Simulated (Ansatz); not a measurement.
## TaSb (built on the sites of a database entry of TaN): the cell at rest

Aim: bring TaSb (built on the sites of a database entry of TaN) to small forces and stress, as phonons need.

Calculated with Ansatz 0.2.0; DFT LDA, scalar-relativistic, plane waves, norm-conserving pseudopotentials.

The structure was built from a prototype and need not be the compound's stable phase.

## Step 1: The structure

The structure is hexagonal, space group P-6m2 (No. 187). The conventional cell has a = 3.239 Å, b = 3.239 Å, c = 3.178 Å, α = 90.00°, β = 90.00°, γ = 120.00°. Ta has 6 Sb at 2.45 Å nearest. Nearest to Sb lie 6 Ta at 2.45 Å. Farther neighbours are not listed.

Coordinates:

```cif
data_structure
_symmetry_space_group_name_H-M 'P 1'
_symmetry_Int_Tables_number 1
_cell_length_a 3.2390
_cell_length_b 3.2390
_cell_length_c 3.1784
_cell_angle_alpha 90.000
_cell_angle_beta 90.000
_cell_angle_gamma 120.000
_cell_volume 28.88
loop_
_atom_site_label
_atom_site_type_symbol
_atom_site_fract_x
_atom_site_fract_y
_atom_site_fract_z
_atom_site_occupancy
Ta1 Ta 0.33333 0.66667 0.50000 1
Sb2 Sb 0.00000 0.00000 0.00000 1
```

## Step 2: A coarse first look

First a cheap look: the gap decides the mesh and the occupations, the pressure tells how far the cell has to move.

Contents of input.yaml:

```yaml
crystal:
  lattice:
    - [3.239, 0.0, 0.0]
    - [-1.6195, 2.80506, 0.0]
    - [0.0, 0.0, 3.17837]
  atoms:
    - { symbol: Ta, position: [0.3333333333, 0.6666666667, 0.5] }
    - { symbol: Sb, position: [0.0, 0.0, 0.0] }
kpoints:
  mp_grid: { grid: [6, 6, 6] }
hamiltonian:
  xc: lda
  pseudopotentials: { kind: nc }
scf:
  occupations: { method: gaussian, width: 0.1 }
output:
  forces: true
  stress: true
  eigenvalues: true
```

The run is started by

```
> ansatz run input.yaml --threads 4 --pin off --max-ram 7168MiB --backend cpu --events-out ev --progress --plain --runs-dir out
```

Numbers of over 12 decimals in the logs are rounded to 6 here.

Output:

```text
Engine: ansatz 0.2.0, aarch64-unknown-linux-gnu
Pseudopotentials: kind: nc
Pseudopotential: Ta, nc, valence charge 13, recommended cutoff 789.130201 eV (normal), Ta.nc.azcp (PseudoDojo's, or run here from an input of PseudoDojo's: the run reads no file of this project's for it)
[...]
--- Band table (eV; the first three rows and the last of 28) ---
  k-point 0: bands = [... 10 lower, 20.1449, 21.2226, 21.2226, 25.2682, 25.9113, 25.9113, 30.4686, 31.5692]
  k-point 1: bands = [... 10 lower, 19.4833, 21.5456, 21.5456, 24.7786, 25.0468, 25.0468, 30.7688, 32.2268]
  k-point 2: bands = [... 10 lower, 17.1094, 22.3087, 22.3087, 23.9200, 23.9200, 25.8117, 30.7541, 30.7541]
  k-point 27: bands = [... 10 lower, 16.7836, 18.5075, 21.6650, 22.7943, 27.1451, 28.7672, 31.0170, 31.1083]
[key lines of the parts left out:]
SCF converged after 7 iterations
Free energy (F): -4238.207599 eV
Fermi energy:    24.182538 eV
P = ⅓ Tr σ = 114.1900 GPa (1141.900 kbar)
```

Run time: 2.2 s. Hardware: 4 threads of Arm Neoverse V1, shared host; peak memory 0.35 GiB.

Numbers from this step:

* pressure: 114.2 GPa
* volume per atom: 14.44 Å³
* gap on the k-mesh: 0 eV

The coarse mesh shows no gap and a pressure of 114.2 GPa.

## Step 3: Coarse relaxation

A rough relaxation comes first, because large forces or stress need no tight tolerances yet.

Edit input.yaml of step 2 so:

```diff
@@ -9,3 +9,3 @@
 kpoints:
-  mp_grid: { grid: [6, 6, 6] }
+  mp_grid: { grid: [9, 9, 6] }
 hamiltonian:
@@ -19 +19,6 @@
   eigenvalues: true
+relax:
+  adjacent_minimum: "off"
+  f_tol: 0.05
+  max_steps: 80
+  cell: { stress_tol: 0.5 }
```

Output:

```text
[...]
Crystal: 2 atoms, lattice volume = 28.877 Å³
Basis set: ecut = 1142.878222 eV, 2543 PW (Γ)
Bands: 18, of which v1, the nominal top of the filled ones, is band 14 counted from 1 (13 counted from 0)
Symmetry: 12 space group operations
[...]
k-points: 48 of 486 (time reversal used)
[...]
--- Relaxed structure (9 steps of the walk, 9 accepted, 2 SCFs on fresh bases) ---
  F+E_penalty+E_count = -4241.38561976 eV   max|allowed force component| = 3.701e-17 eV/Å   (the final SCF, on the basis selected at the relaxed cell)
  cell:  # Å, volume = 40.1873 Å³
    - [3.529678, 0, 0.0]
    - [-1.764839, 3.056791, 0.0]
    - [0.0, 0.0, 3.724671]
  atoms:
    - { symbol: Ta, position: [0.333333, 0.666667, 0.5] }
    - { symbol: Sb, position: [0, -2.7755575615628926e-17, 0.0] }
[key lines of the parts left out:]
SCF converged after 3 iterations
Free energy (F): -4241.385620 eV
Fermi energy:    16.628136 eV
P = ⅓ Tr σ = -0.0567 GPa (-0.567 kbar)
```

Elapsed: 37 s, on 4 threads; peak memory 0.43 GiB; 2.3 min of CPU time.

Step by step:

| step | energy less that of the first step (eV) | largest force component (eV/Å) | pressure (GPa) | volume (Å³) |
| --- | --- | --- | --- | --- |
| 1 | 0.0000 | 0.0000 | 114.29 | 28.88 |
| 2 | -1.8945 | 0.0000 | 58.94 | 32.36 |
| 3 | -2.8412 | 0.0000 | 22.66 | 36.07 |
| 4 | -3.0752 | 0.0000 | 4.66 | 38.55 |
| 5 | -3.0843 | 0.0000 | -0.24 | 39.68 |
| 6 | -3.0877 | 0.0000 | -0.22 | 39.48 |
| 7 | -3.0878 | 0.0000 | 0.04 | 39.46 |
| 8* | -3.1604 | 0.0000 | 3.70 | 39.46 |
| 9 | -3.1723 | 0.0000 | 0.85 | 40.04 |
| 10 | -3.1737 | 0.0000 | -0.06 | 40.19 |
| 11* | -3.1738 | 0.0000 | -0.06 | 40.19 |

Relaxation steps marked * repeat the geometry before them on a plane-wave basis chosen anew for their cell, so energy and pressure can jump there.

Forces are held to the 12 operations that the run works with; a distortion that breaks them can't arise in this run.

| cell as run | before | after | change |
| --- | --- | --- | --- |
| a (Å) | 3.239 | 3.530 | +9.0 % |
| b (Å) | 3.239 | 3.530 | +9.0 % |
| c (Å) | 3.178 | 3.725 | +17.2 % |
| volume (Å³/atom) | 14.44 | 20.09 | +39.2 % |

Final coordinates:

```cif
data_structure
_symmetry_space_group_name_H-M 'P 1'
_symmetry_Int_Tables_number 1
_cell_length_a 3.5297
_cell_length_b 3.5297
_cell_length_c 3.7247
_cell_angle_alpha 90.000
_cell_angle_beta 90.000
_cell_angle_gamma 120.000
_cell_volume 40.19
loop_
_atom_site_label
_atom_site_type_symbol
_atom_site_fract_x
_atom_site_fract_y
_atom_site_fract_z
_atom_site_occupancy
Ta1 Ta 0.33333 0.66667 0.50000 1
Sb2 Sb 0.00000 0.00000 0.00000 1
```

Numbers from this step:

```
pressure        : -0.05667 GPa
volume per atom : 20.09 Å³
```

In this step the volume went from 14.44 to 20.09 Å³/atom.

## Step 4: Relaxation

The cell and atoms are relaxed, since residual forces and stress would shift the frequencies.

input.yaml, the sections that differ from step 3:

```yaml
crystal:
  lattice:
    - [3.5296783998, 0.0, 0.0]
    - [-1.7648391999, 3.0567911614, 0.0]
    - [0.0, 0.0, 3.7246711279]
  atoms:
    - { symbol: Ta, position: [0.3333333333, 0.6666666667, 0.5] }
    - { symbol: Sb, position: [0.0, 0.0, 0.0] }
kpoints:
  mp_grid: { grid: [12, 12, 10] }
relax:
  adjacent_minimum: "off"
  f_tol: 0.005
  max_steps: 80
  cell: { stress_tol: 0.05 }
# hamiltonian, scf, output: as in step 3
```

Output:

```text
[...]
Crystal: 2 atoms, lattice volume = 40.187 Å³
Basis set: ecut = 1142.878222 eV, 3513 PW (Γ)
Bands: 18, of which v1, the nominal top of the filled ones, is band 14 counted from 1 (13 counted from 0)
[... 1 set-up line as in the run before ...]
[...]
k-points: 114 of 1440 (time reversal used)
[...]
SCF iter   1: F=—  HF=-4241.806049 eV  |F-HF|=—  |Δ(HF+E_count)|=         —  Δρ=4.22e-2  dr2=1.18e0  ethr=3.10e-3  ⟨swp⟩=6.0  Hψ=10726  notcnv=0
[...]
SCF iter   7: F=-4241.393213 eV  HF=-4241.393213 eV  |F-HF|=2.95e-8  |Δ(HF+E_count)|=   4.02e-8  Δρ=1.66e-5  dr2=3.98e-8  ethr=3.57e-10  ⟨swp⟩=9.7  Hψ=12902  notcnv=0
SCF 1 converged in 7 iterations: F = -4241.393213 eV  dr2 = 3.98e-8
relax step   1: F+E_penalty+E_count = -4241.39321255 eV  Δ(F+E_penalty+E_count) = +0.000e0 eV  max|allowed force component| = 1.850e-17 eV/Å  Δτ_max = 0.0000 Å  P = -0.135 GPa  Ω = 40.187 Å³  (7 SCF iters, dr2 threshold 1.00e-7 eV, accepted)
Crystal: 2 atoms, lattice volume = 40.001 Å³
Basis set: ecut = 1142.878222 eV, 3525 PW (Γ)
[...]
SCF iter   5: F=-4241.393220 eV  HF=-4241.393220 eV  |F-HF|=2.45e-10  |Δ(HF+E_count)|=   1.37e-8  Δρ=4.42e-6  dr2=3.04e-9  ethr=6.15e-10  ⟨swp⟩=7.2  Hψ=10525  notcnv=0
SCF 2 converged in 5 iterations: F = -4241.393220 eV  dr2 = 3.04e-9
relax step   2: F+E_penalty+E_count = -4241.39322026 eV  Δ(F+E_penalty+E_count) = -7.712e-6 eV  max|allowed force component| = 1.850e-17 eV/Å  Δτ_max = 0.0000 Å  P = +0.361 GPa  Ω = 40.001 Å³  energy of the carried Pulay correction = +1.625e-5 eV  (5 SCF iters, dr2 threshold 1.72e-7 eV, rejected (line search))
Crystal: 2 atoms, lattice volume = 40.129 Å³
[...]
SCF iter   7: F=-4241.393381 eV  HF=-4241.393381 eV  |F-HF|=9.09e-13  |Δ(HF+E_count)|=  2.73e-12  Δρ=1.23e-7  dr2=2.28e-12  ethr=1.00e-12  ⟨swp⟩=8.0  Hψ=12481  notcnv=0
SCF 3 converged in 7 iterations: F = -4241.393381 eV  dr2 = 2.28e-12
relax step   3: F+E_penalty+E_count = -4241.39338076 eV  Δ(F+E_penalty+E_count) = -1.682e-4 eV  max|allowed force component| = 3.701e-17 eV/Å  Δτ_max = 0.0000 Å  P = -0.027 GPa  Ω = 40.129 Å³  energy of the carried Pulay correction = +5.098e-6 eV  (7 SCF iters, accepted)
[...]
SCF iter   1: F=—  HF=-4241.393336 eV  |F-HF|=—  |Δ(HF+E_count)|=         —  Δρ=3.86e-6  dr2=2.88e-10  ethr=2.06e-8  ⟨swp⟩=5.6  Hψ=20828  notcnv=0
eigensolver tolerance schedule: the retry pair's looser diagonalisation over-reported the residual by 19999.82 of it (diagonalisation noise at 0.15 of the residual, at the tolerance the schedule requests for it); recorded, not acted on — ethr = c·dr2/N_el stays at c = 1.0e-1
[...]
SCF iter   2: F=—  HF=-4241.393377 eV  |F-HF|=—  |Δ(HF+E_count)|=   4.09e-5  Δρ=1.93e-6  dr2=9.21e-11  ethr=1.03e-12  ⟨swp⟩=4.7  Hψ=7278  notcnv=0
[...]
SCF iter   4: F=-4241.393377 eV  HF=-4241.393377 eV  |F-HF|=9.09e-13  |Δ(HF+E_count)|=  1.64e-11  Δρ=7.41e-8  dr2=6.88e-13  ethr=1.00e-12  ⟨swp⟩=7.9  Hψ=13851  notcnv=0
SCF 4 converged in 4 iterations: F = -4241.393377 eV  dr2 = 6.88e-13
relax step   4: F+E_penalty+E_count = -4241.39337659 eV  Δ(F+E_penalty+E_count) = +4.174e-6 eV  max|allowed force component| = 3.701e-17 eV/Å  Δτ_max = 0.0000 Å  P = -0.027 GPa  Ω = 40.129 Å³  stress off target by 4.71e-2 GPa  SCF on the basis re-selected at this cell (its energy is not comparable with the rows above)  (4 SCF iters)
basis re-selected at this cell: Δ(F+E_penalty+E_count) = +4.174e-6 eV, ΔP = -0.000 GPa vs the last step (what re-selecting the basis moved, of the pressure what is left beyond the Pulay correction that the steps carried, after the strain that the cell walked since its last selection, with what the two solves' SCF thresholds leave and, on support functions, any second-order correction that the steps lacked; it is no m [...]
SCF converged after 4 iterations
Free energy (F): -4241.393377 eV
[...]
Internal energy: -4241.391642 eV  (E = F + TS)
E sigma→0 (E₀):  -4241.392509 eV
Entropy (-TS):   -0.001735 eV (-0.867 meV/atom)
Fermi energy:    16.637071 eV
[...]
--- Stress (GPa, compression-positive) ---
       -0.047090       0.000000      -0.000000
        0.000000      -0.047090      -0.000000
       -0.000000      -0.000000       0.012252
  P = ⅓ Tr σ = -0.0273 GPa (-0.273 kbar)
--- Band table (eV; the first three rows and the last of 114) ---
  k-point 0: bands = [... 10 lower, 13.8893, 15.0280, 15.0280, 15.7892, 17.8308, 17.8308, 21.7399, 21.7399]
  k-point 1: bands = [... 10 lower, 13.3511, 15.0954, 15.0954, 15.9624, 17.6342, 17.6342, 21.8933, 21.8933]
  k-point 2: bands = [... 10 lower, 12.1572, 15.2830, 15.2830, 16.3774, 17.2112, 17.2112, 21.9955, 21.9955]
  k-point 113: bands = [... 10 lower, 11.3941, 12.2195, 13.6273, 15.8674, 18.1933, 18.8594, 20.5871, 21.3060]
--- Relaxed structure (3 steps of the walk, 2 accepted, 1 SCFs on fresh bases) ---
[...]
cell:  # Å, volume = 40.1291 Å³
    - [3.523713, 0, 0.0]
    - [-1.761857, 3.051625, 0.0]
    - [0.0, 0.0, 3.731879]
  atoms:
    - { symbol: Ta, position: [0.333333, 0.666667, 0.5] }
    - { symbol: Sb, position: [0, -2.775557561562891e-17, 0.0] }
```

Elapsed: 36 s, on 4 threads; peak memory 0.54 GiB; 2.3 min of CPU time.

Relaxation path:

| step | energy less that of the first step (eV) | largest force component (eV/Å) | pressure (GPa) | volume (Å³) |
| --- | --- | --- | --- | --- |
| 1 | 0.0000 | 0.0000 | -0.13 | 40.19 |
| 2 | 0.0000 | 0.0000 | 0.36 | 40.00 |
| 3 | -0.0002 | 0.0000 | -0.03 | 40.13 |
| 4* | -0.0002 | 0.0000 | -0.03 | 40.13 |

Relaxation steps marked * repeat the geometry before them on a plane-wave basis chosen anew for their cell, so energy and pressure can jump there. Relaxation step 2 was tried and not accepted.

Forces are held to the 12 operations that the run works with; a distortion that breaks them can't arise in this run.

| conventional cell, symmetrised | before | after | change |
| --- | --- | --- | --- |
| a (Å) | 3.530 | 3.524 | -0.2 % |
| b (Å) | 3.530 | 3.524 | -0.2 % |
| c (Å) | 3.725 | 3.732 | +0.2 % |
| volume (Å³/atom) | 20.09 | 20.06 | -0.1 % |

The relaxed structure:

```xyz
2
Lattice="3.5237 0.0000 0.0000 -1.7619 3.0516 0.0000 0.0000 0.0000 3.7319" Properties=species:S:1:pos:R:3 pbc="T T T"
Ta    0.0000    2.0344    1.8659
Sb    0.0000    0.0000    0.0000
```

Numbers from this step:

```yaml
pressure: -0.02731 GPa
volume_per_atom: 20.06 Å³
```

In this step the volume went from 20.09 to 20.06 Å³/atom.

## Step 5: Relaxing to small forces for the phonons

Phonons need a cell at rest on their own settings, so the relaxation is repeated with tight tolerances on forces and stress on the k mesh and occupations of the first response run.

input.yaml, the sections that differ from step 4:

```yaml
crystal:
  lattice:
    - [3.5237130853, 0.0, 0.0]
    - [-1.7618565426, 3.0516250475, 0.0]
    - [0.0, 0.0, 3.7318790021]
  atoms:
    - { symbol: Ta, position: [0.3333333333, 0.6666666667, 0.5] }
    - { symbol: Sb, position: [0.0, 0.0, 0.0] }
scf:
  occupations: { method: methfessel_paxton, width: 0.15 }
relax:
  adjacent_minimum: "off"
  f_tol: 0.001
  max_steps: 60
  cell: { stress_tol: 0.01 }
# kpoints, hamiltonian, output: as in step 4
```

Output:

```text
[...]
Crystal: 2 atoms, lattice volume = 40.129 Å³
Basis set: ecut = 1142.878222 eV, 3513 PW (Γ)
Bands: 18, of which v1, the nominal top of the filled ones, is band 14 counted from 1 (13 counted from 0)
[... 1 set-up line as in the run before ...]
[...]
k-points: 114 of 1440 (time reversal used)
[...]
k-point 113: bands = [... 10 lower, 11.3990, 12.2267, 13.6316, 15.8720, 18.1964, 18.8677, 20.5948, 21.3149]
--- Relaxed structure (3 steps of the walk, 2 accepted, 1 SCFs on fresh bases) ---
[...]
cell:  # Å, volume = 40.1170 Å³
    - [3.522638, -2.8858790986326815e-11, 0.0]
    - [-1.761319, 3.050694, 0.0]
    - [0.0, 0.0, 3.733031]
  atoms:
    - { symbol: Ta, position: [0.333333, 0.666667, 0.500000] }
    - { symbol: Sb, position: [0.0, -2.775557561562891e-17, 0.0] }
[key lines of the parts left out:]
SCF converged after 5 iterations
Free energy (F): -4241.392363 eV
Fermi energy:    16.648615 eV
P = ⅓ Tr σ = -0.0005 GPa (-0.005 kbar)
```

Wall time 36 s (4 threads); peak memory 0.53 GiB.

Little changed from the start: no atom moved by 0.005 Å and no cell edge by 0.1 %.

Numbers from this step:

| Item | Value |
| --- | --- |
| pressure | -5.25e-4 GPa |

The forces vanish by symmetry and the pressure is -0.001 GPa, within the tolerances set. The cell now holds 20.06 Å³/atom.

## Step 6: Summary of results

| Item | Value |
| --- | --- |
| space group after relaxation (within 0.01 Å) | P-6m2 |
| lattice constant a | 3.523 Å |
| lattice constant b | 3.523 Å |
| lattice constant c | 3.733 Å |
| volume per atom | 20.1 Å³ |

**Reading.** The forces vanish by symmetry and the pressure is -0.001 GPa, within the tolerances set. The cell now holds 20.06 Å³/atom. The relaxation keeps the symmetry of its start, so it says nothing on stability against lower symmetry. Spin-orbit coupling is left out, which can matter for the heavy elements here. The starting cell was built on a prototype and not taken from a measurement, so the phase need not exist.

[Logs are printed without paths, hosts, clocks, repeated set-up lines and the standing remarks that a program may print on its own settings, such as how far it seeks lower states.]

[Hosts, paths, dates, database ids (printed as entryN), source tags and the programs' standing remarks are cut or masked in the printed files.]
